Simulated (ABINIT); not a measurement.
An input for ABINIT 10.8.3 (LiCNO (R3m)):

```
acell 3*1.0 Angstrom
rprim 
  1.643988180588 0.949157018607 4.762053928800
  -1.643988180588 0.949157018607 4.762053928800
  -0.000000000000 -1.898314037214 4.762053928800
ntypat 4
znucl 3 6 7 8
natom 4
typat 1 2 3 4
xred 
  0.005259000000 0.005259000000 0.005259000000
  0.497462000000 0.497462000000 0.497462000000
  0.413960000000 0.413960000000 0.413960000000
  0.583333333333 0.583333333333 0.583333333333
pp_dirpath "pseudos"
pseudos "Li.upf, C.upf, N.upf, O.upf"
ecut 37
ngkpt 4 4 4
nshiftk 1
shiftk 0 0 0
kptopt 1
chksymbreak 0
istwfk *1
occopt 1
irdwfk 1
optdriver 4
nband 63
gwcalctyp 10
ecutsigx 37
symsigma 1
nkptgw 13
kptgw 
  0.0000000000 0.0000000000 0.0000000000
  0.2500000000 0.0000000000 0.0000000000
  0.5000000000 0.0000000000 0.0000000000
  0.2500000000 0.2500000000 0.0000000000
  0.5000000000 0.2500000000 0.0000000000
  -0.2500000000 0.2500000000 0.0000000000
  0.5000000000 0.5000000000 0.0000000000
  0.2500000000 0.2500000000 0.2500000000
  0.5000000000 0.2500000000 0.2500000000
  -0.2500000000 0.2500000000 0.2500000000
  0.5000000000 0.5000000000 0.2500000000
  -0.2500000000 0.5000000000 0.2500000000
  0.5000000000 0.5000000000 0.5000000000
bdgw 
  1 13
  1 13
  1 13
  1 13
  1 13
  1 13
  1 13
  1 13
  1 13
  1 13
  1 13
  1 13
  1 13
ecuteps 4.8
irdscr 1
ppmodel 1
irdqps 1
indata_prefix "in"
outdata_prefix "out"
tmpdata_prefix "tmp"
```

```sh
OMP_NUM_THREADS=1 mpirun -n 4 abinit run.abi > log
```

Q: Estimate wall time and host memory on 4 MPI ranks of Arm Neoverse V1, shared host.

It took 3.1 min; on shared hardware allow 93 s to 6.2 min. Peak host memory was 2.3 GiB.

[Paths, hosts, dates, memory and timing lines, banners, echoed tables and standing remarks are left out of the program output.]

[Logs are printed without paths, hosts, clocks, repeated set-up lines and the standing remarks that a program may print on its own settings, such as how far it seeks lower states.]

[Runs of the session that timed out or met a known fault of the program may be left out.]

[Hosts, paths, dates, database ids (printed as entryN), source tags and the programs' standing remarks are cut or masked in the printed files.]

[G0W0 gaps are taken among the corrected bands and points alone; a level outside them can change the order at an edge.]

[Where Ansatz stands beside ABINIT at settings called matched, ABINIT's density can come from a denser mesh and the files from another edition; pairs whose starting gaps differed by over 0.03 eV were left out, so agreement reads better than it is.]
